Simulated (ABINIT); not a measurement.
**BN (Qingsongite): a self-consistent loop beyond G0W0, cycle by cycle**

Wanted: G0W0 and self-consistent gaps of BN (Qingsongite), with the cost of the cycles.

Main program and level: ABINIT 10.8.3; PBE and many-body steps on it, plane waves.

This is a report of a sequence of runs, with most program output left out.

## Step 1: The structure

Symmetry: F-43m, No. 216, cubic system. The conventional cell has a = 3.615 Å, b = 3.615 Å, c = 3.615 Å, α = 90.00°, β = 90.00°, γ = 90.00°. Nearest to B lie 4 N at 1.57 Å. N has 4 B at 1.57 Å nearest. Farther neighbours and most contacts between anions are not listed.

The cell and positions come from the Crystallography Open Database and are kept as given unless a step says otherwise.

## Step 2: Empty states on the mesh, 6×6×6 mesh, 99 bands

This step: ABINIT 10.8.3; DFT, PBE, plane waves, norm-conserving pseudopotentials.

The sums over transitions need many empty states on a uniform mesh; this step solves for them.

Contents of run.abi:

```
acell 3*1.0 Angstrom
rprim 
  -0.000000000000 1.807500000000 1.807500000000
  1.807500000000 0.000000000000 1.807500000000
  1.807500000000 1.807500000000 -0.000000000000
ntypat 2
znucl 5 7
natom 2
typat 1 2
xred 
  0.000000000000 0.000000000000 0.000000000000
  0.250000000000 0.250000000000 0.250000000000
pp_dirpath "pseudos"
pseudos "B.upf, N.upf"
ecut 36
ngkpt 6 6 6
nshiftk 1
shiftk 0 0 0
kptopt 1
chksymbreak 0
irdden 1
istwfk *1
nband 99
prtvol 0
optdriver 6
gwr_task "HDIAGO"
paral_kgb 0
occopt 1
indata_prefix "in"
outdata_prefix "out"
tmpdata_prefix "tmp"
```

Command:

```bash
$ OMP_NUM_THREADS=1 mpirun -n 4 abinit run.abi > log
```

Elapsed: 5.2 s, on 4 MPI ranks of Arm Neoverse V1, shared host; peak memory 0.38 GiB; 20 s of CPU time.

Numbers from this step:

| Quantity | Value |
| --- | --- |
| gap | 4.535 eV |
| k of the valence top | 0, 0, 0 |
| k of the conduction bottom | 0.5, 0.5, 0 |
| least direct gap | 8.878 eV |
| k points computed | 16 |
| lowest point of the top converged band, above the valence top | 192.0699 eV |

On this mesh the gap is 4.535 eV.

The density comes from a self-consistent run that is not shown.

## Step 3: Screening, 6×6×6 mesh, 91 bands, screening to 261.2 eV

The RPA dielectric matrix is built and inverted for each q.

This step: RPA screening on PBE, plane waves, norm-conserving pseudopotentials.

run.abi: that of step 2 with these lines changed.

```diff
@@ -20,10 +20,11 @@
 chksymbreak 0
-irdden 1
 istwfk *1
-nband 99
-prtvol 0
-optdriver 6
-gwr_task "HDIAGO"
-paral_kgb 0
 occopt 1
+irdwfk 1
+optdriver 3
+nband 91
+ecuteps 9.6
+inclvkb 2
+awtr 1
+symchi 1
 indata_prefix "in"
```

The job ended after 15 s (4 MPI ranks; peak memory 0.5 GiB; 61 s of CPU time).

Numbers from this step:

```yaml
eps_infinity_with_local_fields_on_this_mesh_along_the_program_s_q_direction: 4.390
the_same_without_local_fields: 4.743
plasma_frequency: 30.56 eV
plane_waves_in_the_screening_matrix: 113
```

Local fields lower ε∞ by 7 %. On a Γ-centred mesh this coarse the value itself is usually too large, while a short band sum pulls it down.

## Step 4: G0W0

The self-energy is evaluated for the states that the input lists, and the levels follow from it, in one-shot runs by the linearised quasiparticle equation.

This step: G0W0 on PBE, plane waves, norm-conserving pseudopotentials.

run.abi: that of step 3 with these lines changed.

```diff
@@ -23,8 +23,17 @@
 irdwfk 1
-optdriver 3
+optdriver 4
 nband 91
+gwcalctyp 0
+ecutsigx 36
+symsigma 1
+nkptgw 2
+kptgw 
+  0.0000000000 0.0000000000 0.0000000000
+  0.5000000000 0.5000000000 0.0000000000
+bdgw 
+  2 7
+  3 6
 ecuteps 9.6
-inclvkb 2
-awtr 1
-symchi 1
+irdscr 1
+ppmodel 1
 indata_prefix "in"
```

It took 5.2 s on 4 MPI ranks; peak memory 0.47 GiB; 20 s of CPU time.

This step gave:

| Quantity | Value |
| --- | --- |
| G0W0 gap on the points computed | 6.038 eV |
| starting gap on the mesh | 4.535 eV |
| k of the valence top | 0, 0, 0 |
| k of the conduction bottom | 0.5, 0.5, 0 |
| Z at the valence top | 0.827 |
| Z at the conduction bottom | 0.854 |
| least direct G0W0 gap on the computed points | 10.95 eV |

The gap on the mesh goes from 4.53 eV to 6.04 eV, a correction of +1.50 eV.

## Step 5: evGW0, cycle 1

This step: evGW0 on PBE, plane waves, norm-conserving pseudopotentials.

run.abi: that of step 4 with these lines changed.

```diff
@@ -25,12 +25,40 @@
 nband 91
-gwcalctyp 0
+gwcalctyp 10
 ecutsigx 36
 symsigma 1
-nkptgw 2
+nkptgw 16
 kptgw 
   0.0000000000 0.0000000000 0.0000000000
+  0.1666666667 0.0000000000 0.0000000000
+  0.3333333333 0.0000000000 0.0000000000
+  0.5000000000 0.0000000000 0.0000000000
+  0.1666666667 0.1666666667 0.0000000000
+  0.3333333333 0.1666666667 0.0000000000
+  0.5000000000 0.1666666667 0.0000000000
+  -0.3333333333 0.1666666667 0.0000000000
+  -0.1666666667 0.1666666667 0.0000000000
+  0.3333333333 0.3333333333 0.0000000000
+  0.5000000000 0.3333333333 0.0000000000
+  -0.3333333333 0.3333333333 0.0000000000
   0.5000000000 0.5000000000 0.0000000000
+  0.5000000000 0.3333333333 0.1666666667
+  -0.3333333333 0.3333333333 0.1666666667
+  -0.3333333333 0.5000000000 0.1666666667
 bdgw 
-  2 7
-  3 6
+  1 8
+  1 8
+  1 8
+  1 8
+  1 8
+  1 8
+  1 8
+  1 8
+  1 8
+  1 8
+  1 8
+  1 8
+  1 8
+  1 8
+  1 8
+  1 8
 ecuteps 9.6
```

Elapsed: 2.5 min, on 4 MPI ranks; peak memory 0.57 GiB; 10 min of CPU time.

Numbers from this step:

| Item | Value |
| --- | --- |
| quasiparticle gap on the mesh | 6.331 eV |
| gap of the density functional on the mesh | 4.535 eV |
| k of the valence top | 0, 0, 0 |
| k of the conduction bottom | 0.5, 0.5, 0 |
| Z at the valence top | 0.827 |
| Z at the conduction bottom | 0.854 |
| least direct quasiparticle gap on the computed points | 11.36 eV |

Against G0W0 in ABINIT (6×6×6 mesh, 91 bands, screening to 261.2 eV, Godby-Needs plasmon pole), the gap moves by +0.293 eV. This first cycle still uses the starting levels; it takes the full correction, at all points of the mesh, and its linearised value is 6.038 eV.

## Step 6: evGW0, cycle 2

The corrected levels of the last cycle go back in.

run.abi: that of step 5 with these lines changed.

```diff
@@ -66,2 +66,3 @@
 ppmodel 1
+irdqps 1
 indata_prefix "in"
```

Elapsed: 2.5 min, on 4 MPI ranks; peak memory 0.57 GiB; 10 min of CPU time.

Numbers from this step:

```yaml
quasiparticle_gap_on_the_mesh: 6.253 eV
gap_of_the_density_functional_on_the_mesh: 4.535 eV
k_of_the_valence_top: 0, 0, 0
k_of_the_conduction_bottom: 0.5, 0.5, 0
least_direct_quasiparticle_gap_on_the_computed_points: 11.22 eV
```

Against the cycle before, the gap moves by −0.078 eV.

## Step 7: evGW0, cycle 3

run.abi is that of step 6.

The job ended after 2.5 min (4 MPI ranks; peak memory 0.57 GiB).

Numbers from this step:

* quasiparticle gap on the mesh: 6.254 eV
* gap of the density functional on the mesh: 4.535 eV
* k of the valence top: 0, 0, 0
* k of the conduction bottom: 0.5, 0.5, 0
* least direct quasiparticle gap on the computed points: 11.22 eV

Against the cycle before, the gap moves by +0.001 eV.

## Step 8: Screening, 6×6×6 mesh, 91 bands, screening to 261.2 eV

This step: RPA screening on PBE, plane waves, norm-conserving pseudopotentials.

Contents of run.abi:

```
acell 3*1.0 Angstrom
rprim 
  -0.000000000000 1.807500000000 1.807500000000
  1.807500000000 0.000000000000 1.807500000000
  1.807500000000 1.807500000000 -0.000000000000
ntypat 2
znucl 5 7
natom 2
typat 1 2
xred 
  0.000000000000 0.000000000000 0.000000000000
  0.250000000000 0.250000000000 0.250000000000
pp_dirpath "pseudos"
pseudos "B.upf, N.upf"
ecut 36
ngkpt 6 6 6
nshiftk 1
shiftk 0 0 0
kptopt 1
chksymbreak 0
istwfk *1
occopt 1
irdwfk 1
optdriver 3
nband 91
ecuteps 9.6
inclvkb 2
awtr 1
symchi 1
gwcalctyp 10
mbpt_sciss 2.397 eV
nqptdm 1
qptdm 
  0 0 0
indata_prefix "in"
outdata_prefix "out"
tmpdata_prefix "tmp"
```

Elapsed: 2.4 s, on 4 MPI ranks; peak memory 0.13 GiB; 9.1 s of CPU time.

This step gave:

```
ε∞ with local fields, on this mesh, along the program's q direction : 3.885
the same without local fields                                       : 4.152
plasma frequency                                                    : 30.56 eV
plane waves in the screening matrix                                 : 113
```

This screening uses the functional's bands under a rigid shift, the mean opening of the cycle before.

## Step 9: Screening, 6×6×6 mesh, 91 bands, screening to 261.2 eV

This step: RPA screening on PBE from quasiparticle energies, plane waves, norm-conserving pseudopotentials.

run.abi: that of step 8 with these lines changed.

```diff
@@ -29,7 +29,21 @@
 symchi 1
+irdqps 1
 gwcalctyp 10
-mbpt_sciss 2.397 eV
-nqptdm 1
+nqptdm 15
 qptdm 
-  0 0 0
+  0.1666666667 0.0000000000 0.0000000000
+  0.3333333333 0.0000000000 0.0000000000
+  0.5000000000 0.0000000000 0.0000000000
+  0.1666666667 0.1666666667 0.0000000000
+  0.3333333333 0.1666666667 0.0000000000
+  0.5000000000 0.1666666667 0.0000000000
+  -0.3333333333 0.1666666667 0.0000000000
+  -0.1666666667 0.1666666667 0.0000000000
+  0.3333333333 0.3333333333 0.0000000000
+  0.5000000000 0.3333333333 0.0000000000
+  -0.3333333333 0.3333333333 0.0000000000
+  0.5000000000 0.5000000000 0.0000000000
+  0.5000000000 0.3333333333 0.1666666667
+  -0.3333333333 0.3333333333 0.1666666667
+  -0.3333333333 0.5000000000 0.1666666667
 indata_prefix "in"
```

Contents of mrgscr.stdin:

```
2
merged
q0_SCR
out_SCR
1
```

Command:

```bash
$ OMP_NUM_THREADS=1 mpirun -n 4 abinit run.abi > log; mrgscr < mrgscr.stdin
```

The job ended after 15 s (4 MPI ranks; peak memory 0.49 GiB).

This step gave:

```
plasma frequency                    : 30.56 eV
plane waves in the screening matrix : 113
```

This screening reads the quasiparticle levels of the cycle before.

## Step 10: evGW, cycle 1

This step: evGW on PBE, plane waves, norm-conserving pseudopotentials.

run.abi: that of step 9 with these lines changed.

```diff
@@ -23,12 +23,10 @@
 irdwfk 1
-optdriver 3
+optdriver 4
 nband 91
-ecuteps 9.6
-inclvkb 2
-awtr 1
-symchi 1
-irdqps 1
 gwcalctyp 10
-nqptdm 15
-qptdm 
+ecutsigx 36
+symsigma 1
+nkptgw 16
+kptgw 
+  0.0000000000 0.0000000000 0.0000000000
   0.1666666667 0.0000000000 0.0000000000
@@ -48,2 +46,23 @@
   -0.3333333333 0.5000000000 0.1666666667
+bdgw 
+  1 8
+  1 8
+  1 8
+  1 8
+  1 8
+  1 8
+  1 8
+  1 8
+  1 8
+  1 8
+  1 8
+  1 8
+  1 8
+  1 8
+  1 8
+  1 8
+ecuteps 9.6
+irdscr 1
+ppmodel 1
+irdqps 1
 indata_prefix "in"
```

Command:

```bash
$ OMP_NUM_THREADS=1 mpirun -n 4 abinit run.abi > log
```

Wall time 2.5 min (4 MPI ranks); peak memory 0.57 GiB.

Numbers from this step:

| Item | Value |
| --- | --- |
| quasiparticle gap on the mesh | 6.586 eV |
| gap of the density functional on the mesh | 4.535 eV |
| k of the valence top | 0, 0, 0 |
| k of the conduction bottom | 0.5, 0.5, 0 |
| least direct quasiparticle gap on the computed points | 11.60 eV |

Against G0W0 in ABINIT (6×6×6 mesh, 91 bands, screening to 261.2 eV, Godby-Needs plasmon pole), the gap moves by +0.548 eV.

## Step 11: Screening, 6×6×6 mesh, 91 bands, screening to 261.2 eV

This step: RPA screening on PBE, plane waves, norm-conserving pseudopotentials.

Contents of run.abi:

```
acell 3*1.0 Angstrom
rprim 
  -0.000000000000 1.807500000000 1.807500000000
  1.807500000000 0.000000000000 1.807500000000
  1.807500000000 1.807500000000 -0.000000000000
ntypat 2
znucl 5 7
natom 2
typat 1 2
xred 
  0.000000000000 0.000000000000 0.000000000000
  0.250000000000 0.250000000000 0.250000000000
pp_dirpath "pseudos"
pseudos "B.upf, N.upf"
ecut 36
ngkpt 6 6 6
nshiftk 1
shiftk 0 0 0
kptopt 1
chksymbreak 0
istwfk *1
occopt 1
irdwfk 1
optdriver 3
nband 91
ecuteps 9.6
inclvkb 2
awtr 1
symchi 1
gwcalctyp 10
mbpt_sciss 2.806 eV
nqptdm 1
qptdm 
  0 0 0
indata_prefix "in"
outdata_prefix "out"
tmpdata_prefix "tmp"
```

Run time: 2.4 s. Hardware: 4 MPI ranks; peak memory 0.13 GiB.

This step gave:

- ε∞ with local fields, on this mesh, along the program's q direction: 3.814
- the same without local fields: 4.070
- plasma frequency: 30.56 eV
- plane waves in the screening matrix: 113

This screening uses the functional's bands under a rigid shift, the mean opening of the cycle before.

## Step 12: Screening, 6×6×6 mesh, 91 bands, screening to 261.2 eV

This step: RPA screening on PBE from quasiparticle energies, plane waves, norm-conserving pseudopotentials.

run.abi: that of step 11 with these lines changed.

```diff
@@ -29,7 +29,21 @@
 symchi 1
+irdqps 1
 gwcalctyp 10
-mbpt_sciss 2.806 eV
-nqptdm 1
+nqptdm 15
 qptdm 
-  0 0 0
+  0.1666666667 0.0000000000 0.0000000000
+  0.3333333333 0.0000000000 0.0000000000
+  0.5000000000 0.0000000000 0.0000000000
+  0.1666666667 0.1666666667 0.0000000000
+  0.3333333333 0.1666666667 0.0000000000
+  0.5000000000 0.1666666667 0.0000000000
+  -0.3333333333 0.1666666667 0.0000000000
+  -0.1666666667 0.1666666667 0.0000000000
+  0.3333333333 0.3333333333 0.0000000000
+  0.5000000000 0.3333333333 0.0000000000
+  -0.3333333333 0.3333333333 0.0000000000
+  0.5000000000 0.5000000000 0.0000000000
+  0.5000000000 0.3333333333 0.1666666667
+  -0.3333333333 0.3333333333 0.1666666667
+  -0.3333333333 0.5000000000 0.1666666667
 indata_prefix "in"
```

mrgscr.stdin is that of step 9.

Command:

```bash
$ OMP_NUM_THREADS=1 mpirun -n 4 abinit run.abi > log; mrgscr < mrgscr.stdin
```

The job ended after 16 s (4 MPI ranks; peak memory 0.5 GiB).

This step gave:

```yaml
plasma_frequency: 30.56 eV
plane_waves_in_the_screening_matrix: 113
```

This screening reads the quasiparticle levels of the cycle before.

## Step 13: evGW, cycle 2

This step: evGW on PBE, plane waves, norm-conserving pseudopotentials.

run.abi: that of step 12 with these lines changed.

```diff
@@ -23,12 +23,10 @@
 irdwfk 1
-optdriver 3
+optdriver 4
 nband 91
-ecuteps 9.6
-inclvkb 2
-awtr 1
-symchi 1
-irdqps 1
 gwcalctyp 10
-nqptdm 15
-qptdm 
+ecutsigx 36
+symsigma 1
+nkptgw 16
+kptgw 
+  0.0000000000 0.0000000000 0.0000000000
   0.1666666667 0.0000000000 0.0000000000
@@ -48,2 +46,23 @@
   -0.3333333333 0.5000000000 0.1666666667
+bdgw 
+  1 8
+  1 8
+  1 8
+  1 8
+  1 8
+  1 8
+  1 8
+  1 8
+  1 8
+  1 8
+  1 8
+  1 8
+  1 8
+  1 8
+  1 8
+  1 8
+ecuteps 9.6
+irdscr 1
+ppmodel 1
+irdqps 1
 indata_prefix "in"
```

Command:

```bash
$ OMP_NUM_THREADS=1 mpirun -n 4 abinit run.abi > log
```

It took 2.5 min on 4 MPI ranks; peak memory 0.57 GiB; 10 min of CPU time.

This step gave:

| Property | Result |
| --- | --- |
| quasiparticle gap on the mesh | 6.623 eV |
| gap of the density functional on the mesh | 4.535 eV |
| k of the valence top | 0, 0, 0 |
| k of the conduction bottom | 0.5, 0.5, 0 |
| least direct quasiparticle gap on the computed points | 11.65 eV |

Against the cycle before, the gap moves by +0.037 eV.

## Step 14: Screening, 6×6×6 mesh, 91 bands, screening to 261.2 eV

This step: RPA screening on PBE, plane waves, norm-conserving pseudopotentials.

Contents of run.abi:

```
acell 3*1.0 Angstrom
rprim 
  -0.000000000000 1.807500000000 1.807500000000
  1.807500000000 0.000000000000 1.807500000000
  1.807500000000 1.807500000000 -0.000000000000
ntypat 2
znucl 5 7
natom 2
typat 1 2
xred 
  0.000000000000 0.000000000000 0.000000000000
  0.250000000000 0.250000000000 0.250000000000
pp_dirpath "pseudos"
pseudos "B.upf, N.upf"
ecut 36
ngkpt 6 6 6
nshiftk 1
shiftk 0 0 0
kptopt 1
chksymbreak 0
istwfk *1
occopt 1
irdwfk 1
optdriver 3
nband 91
ecuteps 9.6
inclvkb 2
awtr 1
symchi 1
gwcalctyp 10
mbpt_sciss 2.850 eV
nqptdm 1
qptdm 
  0 0 0
indata_prefix "in"
outdata_prefix "out"
tmpdata_prefix "tmp"
```

Run time: 2.4 s. Hardware: 4 MPI ranks; peak memory 0.13 GiB.

This step gave:

| Quantity | Value |
| --- | --- |
| ε∞ with local fields, on this mesh, along the program's q direction | 3.807 |
| the same without local fields | 4.062 |
| plasma frequency | 30.56 eV |
| plane waves in the screening matrix | 113 |

This screening uses the functional's bands under a rigid shift, the mean opening of the cycle before.

## Step 15: Screening, 6×6×6 mesh, 91 bands, screening to 261.2 eV

This step: RPA screening on PBE from quasiparticle energies, plane waves, norm-conserving pseudopotentials.

run.abi: that of step 14 with these lines changed.

```diff
@@ -29,7 +29,21 @@
 symchi 1
+irdqps 1
 gwcalctyp 10
-mbpt_sciss 2.850 eV
-nqptdm 1
+nqptdm 15
 qptdm 
-  0 0 0
+  0.1666666667 0.0000000000 0.0000000000
+  0.3333333333 0.0000000000 0.0000000000
+  0.5000000000 0.0000000000 0.0000000000
+  0.1666666667 0.1666666667 0.0000000000
+  0.3333333333 0.1666666667 0.0000000000
+  0.5000000000 0.1666666667 0.0000000000
+  -0.3333333333 0.1666666667 0.0000000000
+  -0.1666666667 0.1666666667 0.0000000000
+  0.3333333333 0.3333333333 0.0000000000
+  0.5000000000 0.3333333333 0.0000000000
+  -0.3333333333 0.3333333333 0.0000000000
+  0.5000000000 0.5000000000 0.0000000000
+  0.5000000000 0.3333333333 0.1666666667
+  -0.3333333333 0.3333333333 0.1666666667
+  -0.3333333333 0.5000000000 0.1666666667
 indata_prefix "in"
```

mrgscr.stdin is that of step 12.

Command:

```bash
$ OMP_NUM_THREADS=1 mpirun -n 4 abinit run.abi > log; mrgscr < mrgscr.stdin
```

It took 15 s on 4 MPI ranks; peak memory 0.49 GiB; 60 s of CPU time.

This step gave:

- plasma frequency: 30.56 eV
- plane waves in the screening matrix: 113

This screening reads the quasiparticle levels of the cycle before.

## Step 16: evGW, cycle 3

This step: evGW on PBE, plane waves, norm-conserving pseudopotentials.

run.abi: that of step 15 with these lines changed.

```diff
@@ -23,12 +23,10 @@
 irdwfk 1
-optdriver 3
+optdriver 4
 nband 91
-ecuteps 9.6
-inclvkb 2
-awtr 1
-symchi 1
-irdqps 1
 gwcalctyp 10
-nqptdm 15
-qptdm 
+ecutsigx 36
+symsigma 1
+nkptgw 16
+kptgw 
+  0.0000000000 0.0000000000 0.0000000000
   0.1666666667 0.0000000000 0.0000000000
@@ -48,2 +46,23 @@
   -0.3333333333 0.5000000000 0.1666666667
+bdgw 
+  1 8
+  1 8
+  1 8
+  1 8
+  1 8
+  1 8
+  1 8
+  1 8
+  1 8
+  1 8
+  1 8
+  1 8
+  1 8
+  1 8
+  1 8
+  1 8
+ecuteps 9.6
+irdscr 1
+ppmodel 1
+irdqps 1
 indata_prefix "in"
```

Command:

```bash
$ OMP_NUM_THREADS=1 mpirun -n 4 abinit run.abi > log
```

Elapsed: 2.5 min, on 4 MPI ranks; peak memory 0.57 GiB.

This step gave:

```
quasiparticle gap on the mesh                         : 6.626 eV
gap of the density functional on the mesh             : 4.535 eV
k of the valence top                                  : 0, 0, 0
k of the conduction bottom                            : 0.5, 0.5, 0
least direct quasiparticle gap on the computed points : 11.65 eV
```

Against the cycle before, the gap moves by +0.003 eV.

## Step 17: The runs together

Times are wall times on 4 MPI ranks of Arm Neoverse V1, shared host, good to a factor of about two. A run's time includes the screening step that it read.

```
           run   mesh  bands  screening cutoff (eV)  DFT gap (eV)  gap on the mesh (eV)  direct (eV)  ε∞ used     time
          G0W0  6×6×6     91                  261.2         4.535                 6.038       10.949     4.39     21 s
evGW0, cycle 1  6×6×6     91                  261.2         4.535                 6.331       11.358     4.39  2.8 min
evGW0, cycle 2  6×6×6     91                  261.2         4.535                 6.253       11.218     4.39  2.8 min
evGW0, cycle 3  6×6×6     91                  261.2         4.535                 6.254       11.224     4.39  2.8 min
 evGW, cycle 1  6×6×6     91                  261.2         4.535                 6.586       11.604     3.88  2.8 min
 evGW, cycle 2  6×6×6     91                  261.2         4.535                 6.623       11.646     3.81  2.8 min
 evGW, cycle 3  6×6×6     91                  261.2         4.535                 6.626       11.650     3.81  2.8 min
```

## Step 18: Summary of results

* G0W0: 6.038 eV
* evGW0, cycle 1: 6.331 eV
* evGW0, cycle 2: 6.253 eV
* evGW0, cycle 3: 6.254 eV
* evGW, cycle 1: 6.586 eV
* evGW, cycle 2: 6.623 eV
* evGW, cycle 3: 6.626 eV
* known limits: not at the basis limit; coarse k mesh

Only the bands that the input lists are updated; the others, empty or deep, keep the functional's energies or take a rigid shift. The evGW loop starts from the last levels of evGW0, so its cycles and time come on top of those. evGW0 ends at 6.25 eV, +0.22 eV from G0W0, after 3 cycles that took 7.6 min beside the first screening; the last moved the gap by 0.001 eV. evGW ends at 6.63 eV, +0.59 eV from G0W0, after 3 cycles that took 8.5 min beside the first screening; the last moved the gap by 0.003 eV. The first cycle of evGW0 takes the full correction, without the factor Z, so it overshoots the one-shot value. Bands and cutoff are finite, so the gap is not at the basis limit. The miss can reach some tenths of an eV and take either sign; the mesh is an error of its own. The 6×6×6 mesh is coarse for this cell, which bears on the long-range parts of exchange and screening. In the updated screening the q = 0 part is built from Kohn-Sham bands under a rigid shift, the other q from the quasiparticle levels.

[Paths, hosts, dates, memory and timing lines, banners, echoed tables and standing remarks are left out of the program output.]

[Logs are printed without paths, hosts, clocks, repeated set-up lines and the standing remarks that a program may print on its own settings, such as how far it seeks lower states.]

[Runs of the session that timed out or met a known fault of the program may be left out.]

[Hosts, paths, dates, database ids (printed as entryN), source tags and the programs' standing remarks are cut or masked in the printed files.]

[G0W0 gaps are taken among the corrected bands and points alone; a level outside them can change the order at an edge.]

[Where Ansatz stands beside ABINIT at settings called matched, ABINIT's density can come from a denser mesh and the files from another edition; pairs whose starting gaps differed by over 0.03 eV were left out, so agreement reads better than it is.]
